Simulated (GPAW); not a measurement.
# linear V chain, spacing 2.614 A: which magnetic order is lowest

A self-consistent run ends on one state, which hangs on the start. Several orders of linear V chain, spacing 2.614 A are started in GPAW and their energies compared.

Calculated with GPAW 26.7.0; LDA; plane waves with GPAW's PAW setups, scalar-relativistic.

This is a report of a sequence of runs, with most program output left out.

### Step 1. Starting point

The cell holds 1 atom: 1 V. Cell: a = 12.000 Å, b = 12.000 Å, c = 2.614 Å, α = 90.0°, β = 90.0°, γ = 90.0°. model lattice. Vacuum lies along a and b. The structure's axis is c.

Coordinates:

```
V
1.0
    12.00000    0.00000    0.00000
     0.00000   12.00000    0.00000
     0.00000    0.00000    2.61400
V
1
Direct
  0.50000 0.50000 0.00000
```

### Step 2. Run 1 (ferro +)

Parallel moments need no larger cell; this start tests for a ferromagnetic state only.

Input file order1.py:

```python
import json
import numpy as np
from ase import Atoms
from ase.parallel import paropen, parprint
from gpaw import GPAW

atoms = Atoms(['V'],
    cell=[[12.0, 0.0, 0.0],
         [0.0, 12.0, 0.0],
         [0.0, 0.0, 2.614]],
    scaled_positions=[[0.5, 0.5, 0.0]],
    pbc=True,
    magmoms=[1.5])
atoms.calc = GPAW(mode={'name': 'pw', 'ecut': 550},
    xc='LDA',
    kpts={'size': (1, 1, 10), 'gamma': True},
    occupations={'name': 'fermi-dirac', 'width': 0.05},
    convergence={'density': 1e-05, 'energy': 1e-05},
    maxiter=200,
    symmetry={'tolerance': 1e-4},
    txt='order1.txt')
e = atoms.get_potential_energy(force_consistent=True)
res = {'free_energy': e, 'energy_sigma0': atoms.get_potential_energy(), 'fermi_energy': atoms.calc.get_fermi_level()}
res['moments'] = atoms.get_magnetic_moments().tolist()
res['total'] = atoms.get_magnetic_moment()
parprint('site moments (muB):', np.round(res['moments'], 3))
parprint(f"total moment: {res['total']:.3f} muB")
parprint(f'free energy: {e:.6f} eV')
atoms.calc.write('order1.gpw')
with paropen('results.json', 'w') as f:
    json.dump(res, f)
```

Launch:

```
$ OMP_NUM_THREADS=1 python3 order1.py > order1.log
```

Wall time 14 s (1 MPI rank of AMD EPYC 9R45, shared host); peak memory 0.33 GiB.

Read from the output:

| Quantity | Value |
| --- | --- |
| magnetization | 4.000 μB |
| final state | ferromagnetic |
| largest moment | 2.950 μB |

After 16 cycles the largest moment stands at 2.95 μB.

### Step 3. Run 2 (antiferro q=(0,0,1/2) +-)

Reversing part of the moments tests the sign of the couplings between them.

This order needs a doubled cell of 2 atoms. Its mesh is chosen so that both cells sample the same points.

order2.py is the script of step 2 with these lines changed:

```diff
@@ -6,12 +6,13 @@
 
-atoms = Atoms(['V'],
+atoms = Atoms(['V', 'V'],
     cell=[[12.0, 0.0, 0.0],
          [0.0, 12.0, 0.0],
-         [0.0, 0.0, 2.614]],
-    scaled_positions=[[0.5, 0.5, 0.0]],
+         [0.0, 0.0, 5.228]],
+    scaled_positions=[[0.5, 0.5, 0.0],
+         [0.5, 0.5, 0.5]],
     pbc=True,
-    magmoms=[1.5])
+    magmoms=[1.5, -1.5])
 atoms.calc = GPAW(mode={'name': 'pw', 'ecut': 550},
     xc='LDA',
-    kpts={'size': (1, 1, 10), 'gamma': True},
+    kpts={'size': (1, 1, 5), 'gamma': True},
     occupations={'name': 'fermi-dirac', 'width': 0.05},
@@ -20,3 +21,3 @@
     symmetry={'tolerance': 1e-4},
-    txt='order1.txt')
+    txt='order2.txt')
 e = atoms.get_potential_energy(force_consistent=True)
@@ -28,3 +29,3 @@
 parprint(f'free energy: {e:.6f} eV')
-atoms.calc.write('order1.gpw')
+atoms.calc.write('order2.gpw')
 with paropen('results.json', 'w') as f:
```

Launch:

```
$ OMP_NUM_THREADS=1 python3 order2.py > order2.log
```

It took 44 s on 1 MPI rank; peak memory 0.55 GiB.

Read from the output:

```
magnetization  : 0 μB
final state    : antiferromagnetic
largest moment : 2.575 μB
```

It lies 192 meV a seeded atom over the first start, and its largest moment is 2.57 μB against 2.95 μB.

### Step 4. Order 3, typed as no spin polarisation

A run without seeds gives the energy of the state without moments.

Input file nospin.py:

```python
import json
import numpy as np
from ase import Atoms
from ase.parallel import paropen, parprint
from gpaw import GPAW

atoms = Atoms(['V'],
    cell=[[12.0, 0.0, 0.0],
         [0.0, 12.0, 0.0],
         [0.0, 0.0, 2.614]],
    scaled_positions=[[0.5, 0.5, 0.0]],
    pbc=True)
atoms.calc = GPAW(mode={'name': 'pw', 'ecut': 550},
    xc='LDA',
    kpts={'size': (1, 1, 10), 'gamma': True},
    occupations={'name': 'fermi-dirac', 'width': 0.05},
    convergence={'density': 1e-05, 'energy': 1e-05},
    maxiter=200,
    symmetry={'tolerance': 1e-4},
    txt='nospin.txt')
e = atoms.get_potential_energy(force_consistent=True)
res = {'free_energy': e, 'energy_sigma0': atoms.get_potential_energy(), 'fermi_energy': atoms.calc.get_fermi_level()}
parprint(f'free energy: {e:.6f} eV')
atoms.calc.write('nospin.gpw')
with paropen('results.json', 'w') as f:
    json.dump(res, f)
```

Launch:

```
$ OMP_NUM_THREADS=1 python3 nospin.py > nospin.log
```

Elapsed: 7.2 s, on 1 MPI rank; peak memory 0.25 GiB.

Read from the output:

```
final state : non-magnetic (no spin polarisation)
```

It lies 879 meV a seeded atom over the first start.

### Step 5. Ranking

These are free energies at a smearing of 0.05 eV, so its entropy term is in the differences. They are divided by the number of seeded atoms, so that cells of unlike size compare. Wavevectors q in the names are fractions of the reciprocal vectors of the first run's cell.

Orders:

```
                   start        final state  typed order kept  energy over the lowest (meV a seeded atom)  largest site moment (μB)  net moment (μB a primitive cell)  mesh matched  CPU time (s)
                 ferro +      ferromagnetic               yes                                           0                      2.95                                 4           yes         13.63
antiferro q=(0,0,1/2) +-  antiferromagnetic               yes                                       192.2                     2.575                                 0           yes         43.44
    no spin polarisation       non-magnetic                 -                                       879.4                         0                                 0           yes          7.13
```

### Step 6. Outcome

- lowest state found: ferromagnetic (typed ferro +)
- largest site moment: 2.95 μB
- next state: antiferromagnetic, 192 meV a seeded atom higher
- energy gained by spin polarisation: 879 meV a seeded atom

In words: The lowest state found is ferromagnetic, reached from the start ferro +, with moments up to 2.95 μB. The next state costs 192 meV a seeded atom. This is the lowest of 3 finished starts, no proof of the ground state.

[Logs and program files are shortened in this print: banners, set-up blocks, solver, clock and traceback lines can be left out without a mark of their own.]

[Logs are printed without paths, hosts, clocks, repeated set-up lines and the standing remarks that a program may print on its own settings, such as how far it seeks lower states.]

[Hosts, paths, dates, database ids (printed as entryN), source tags and the programs' standing remarks are cut or masked in the printed files.]

[Where a cell is said to come from a database of computed structures, the database is the Materials Project.]
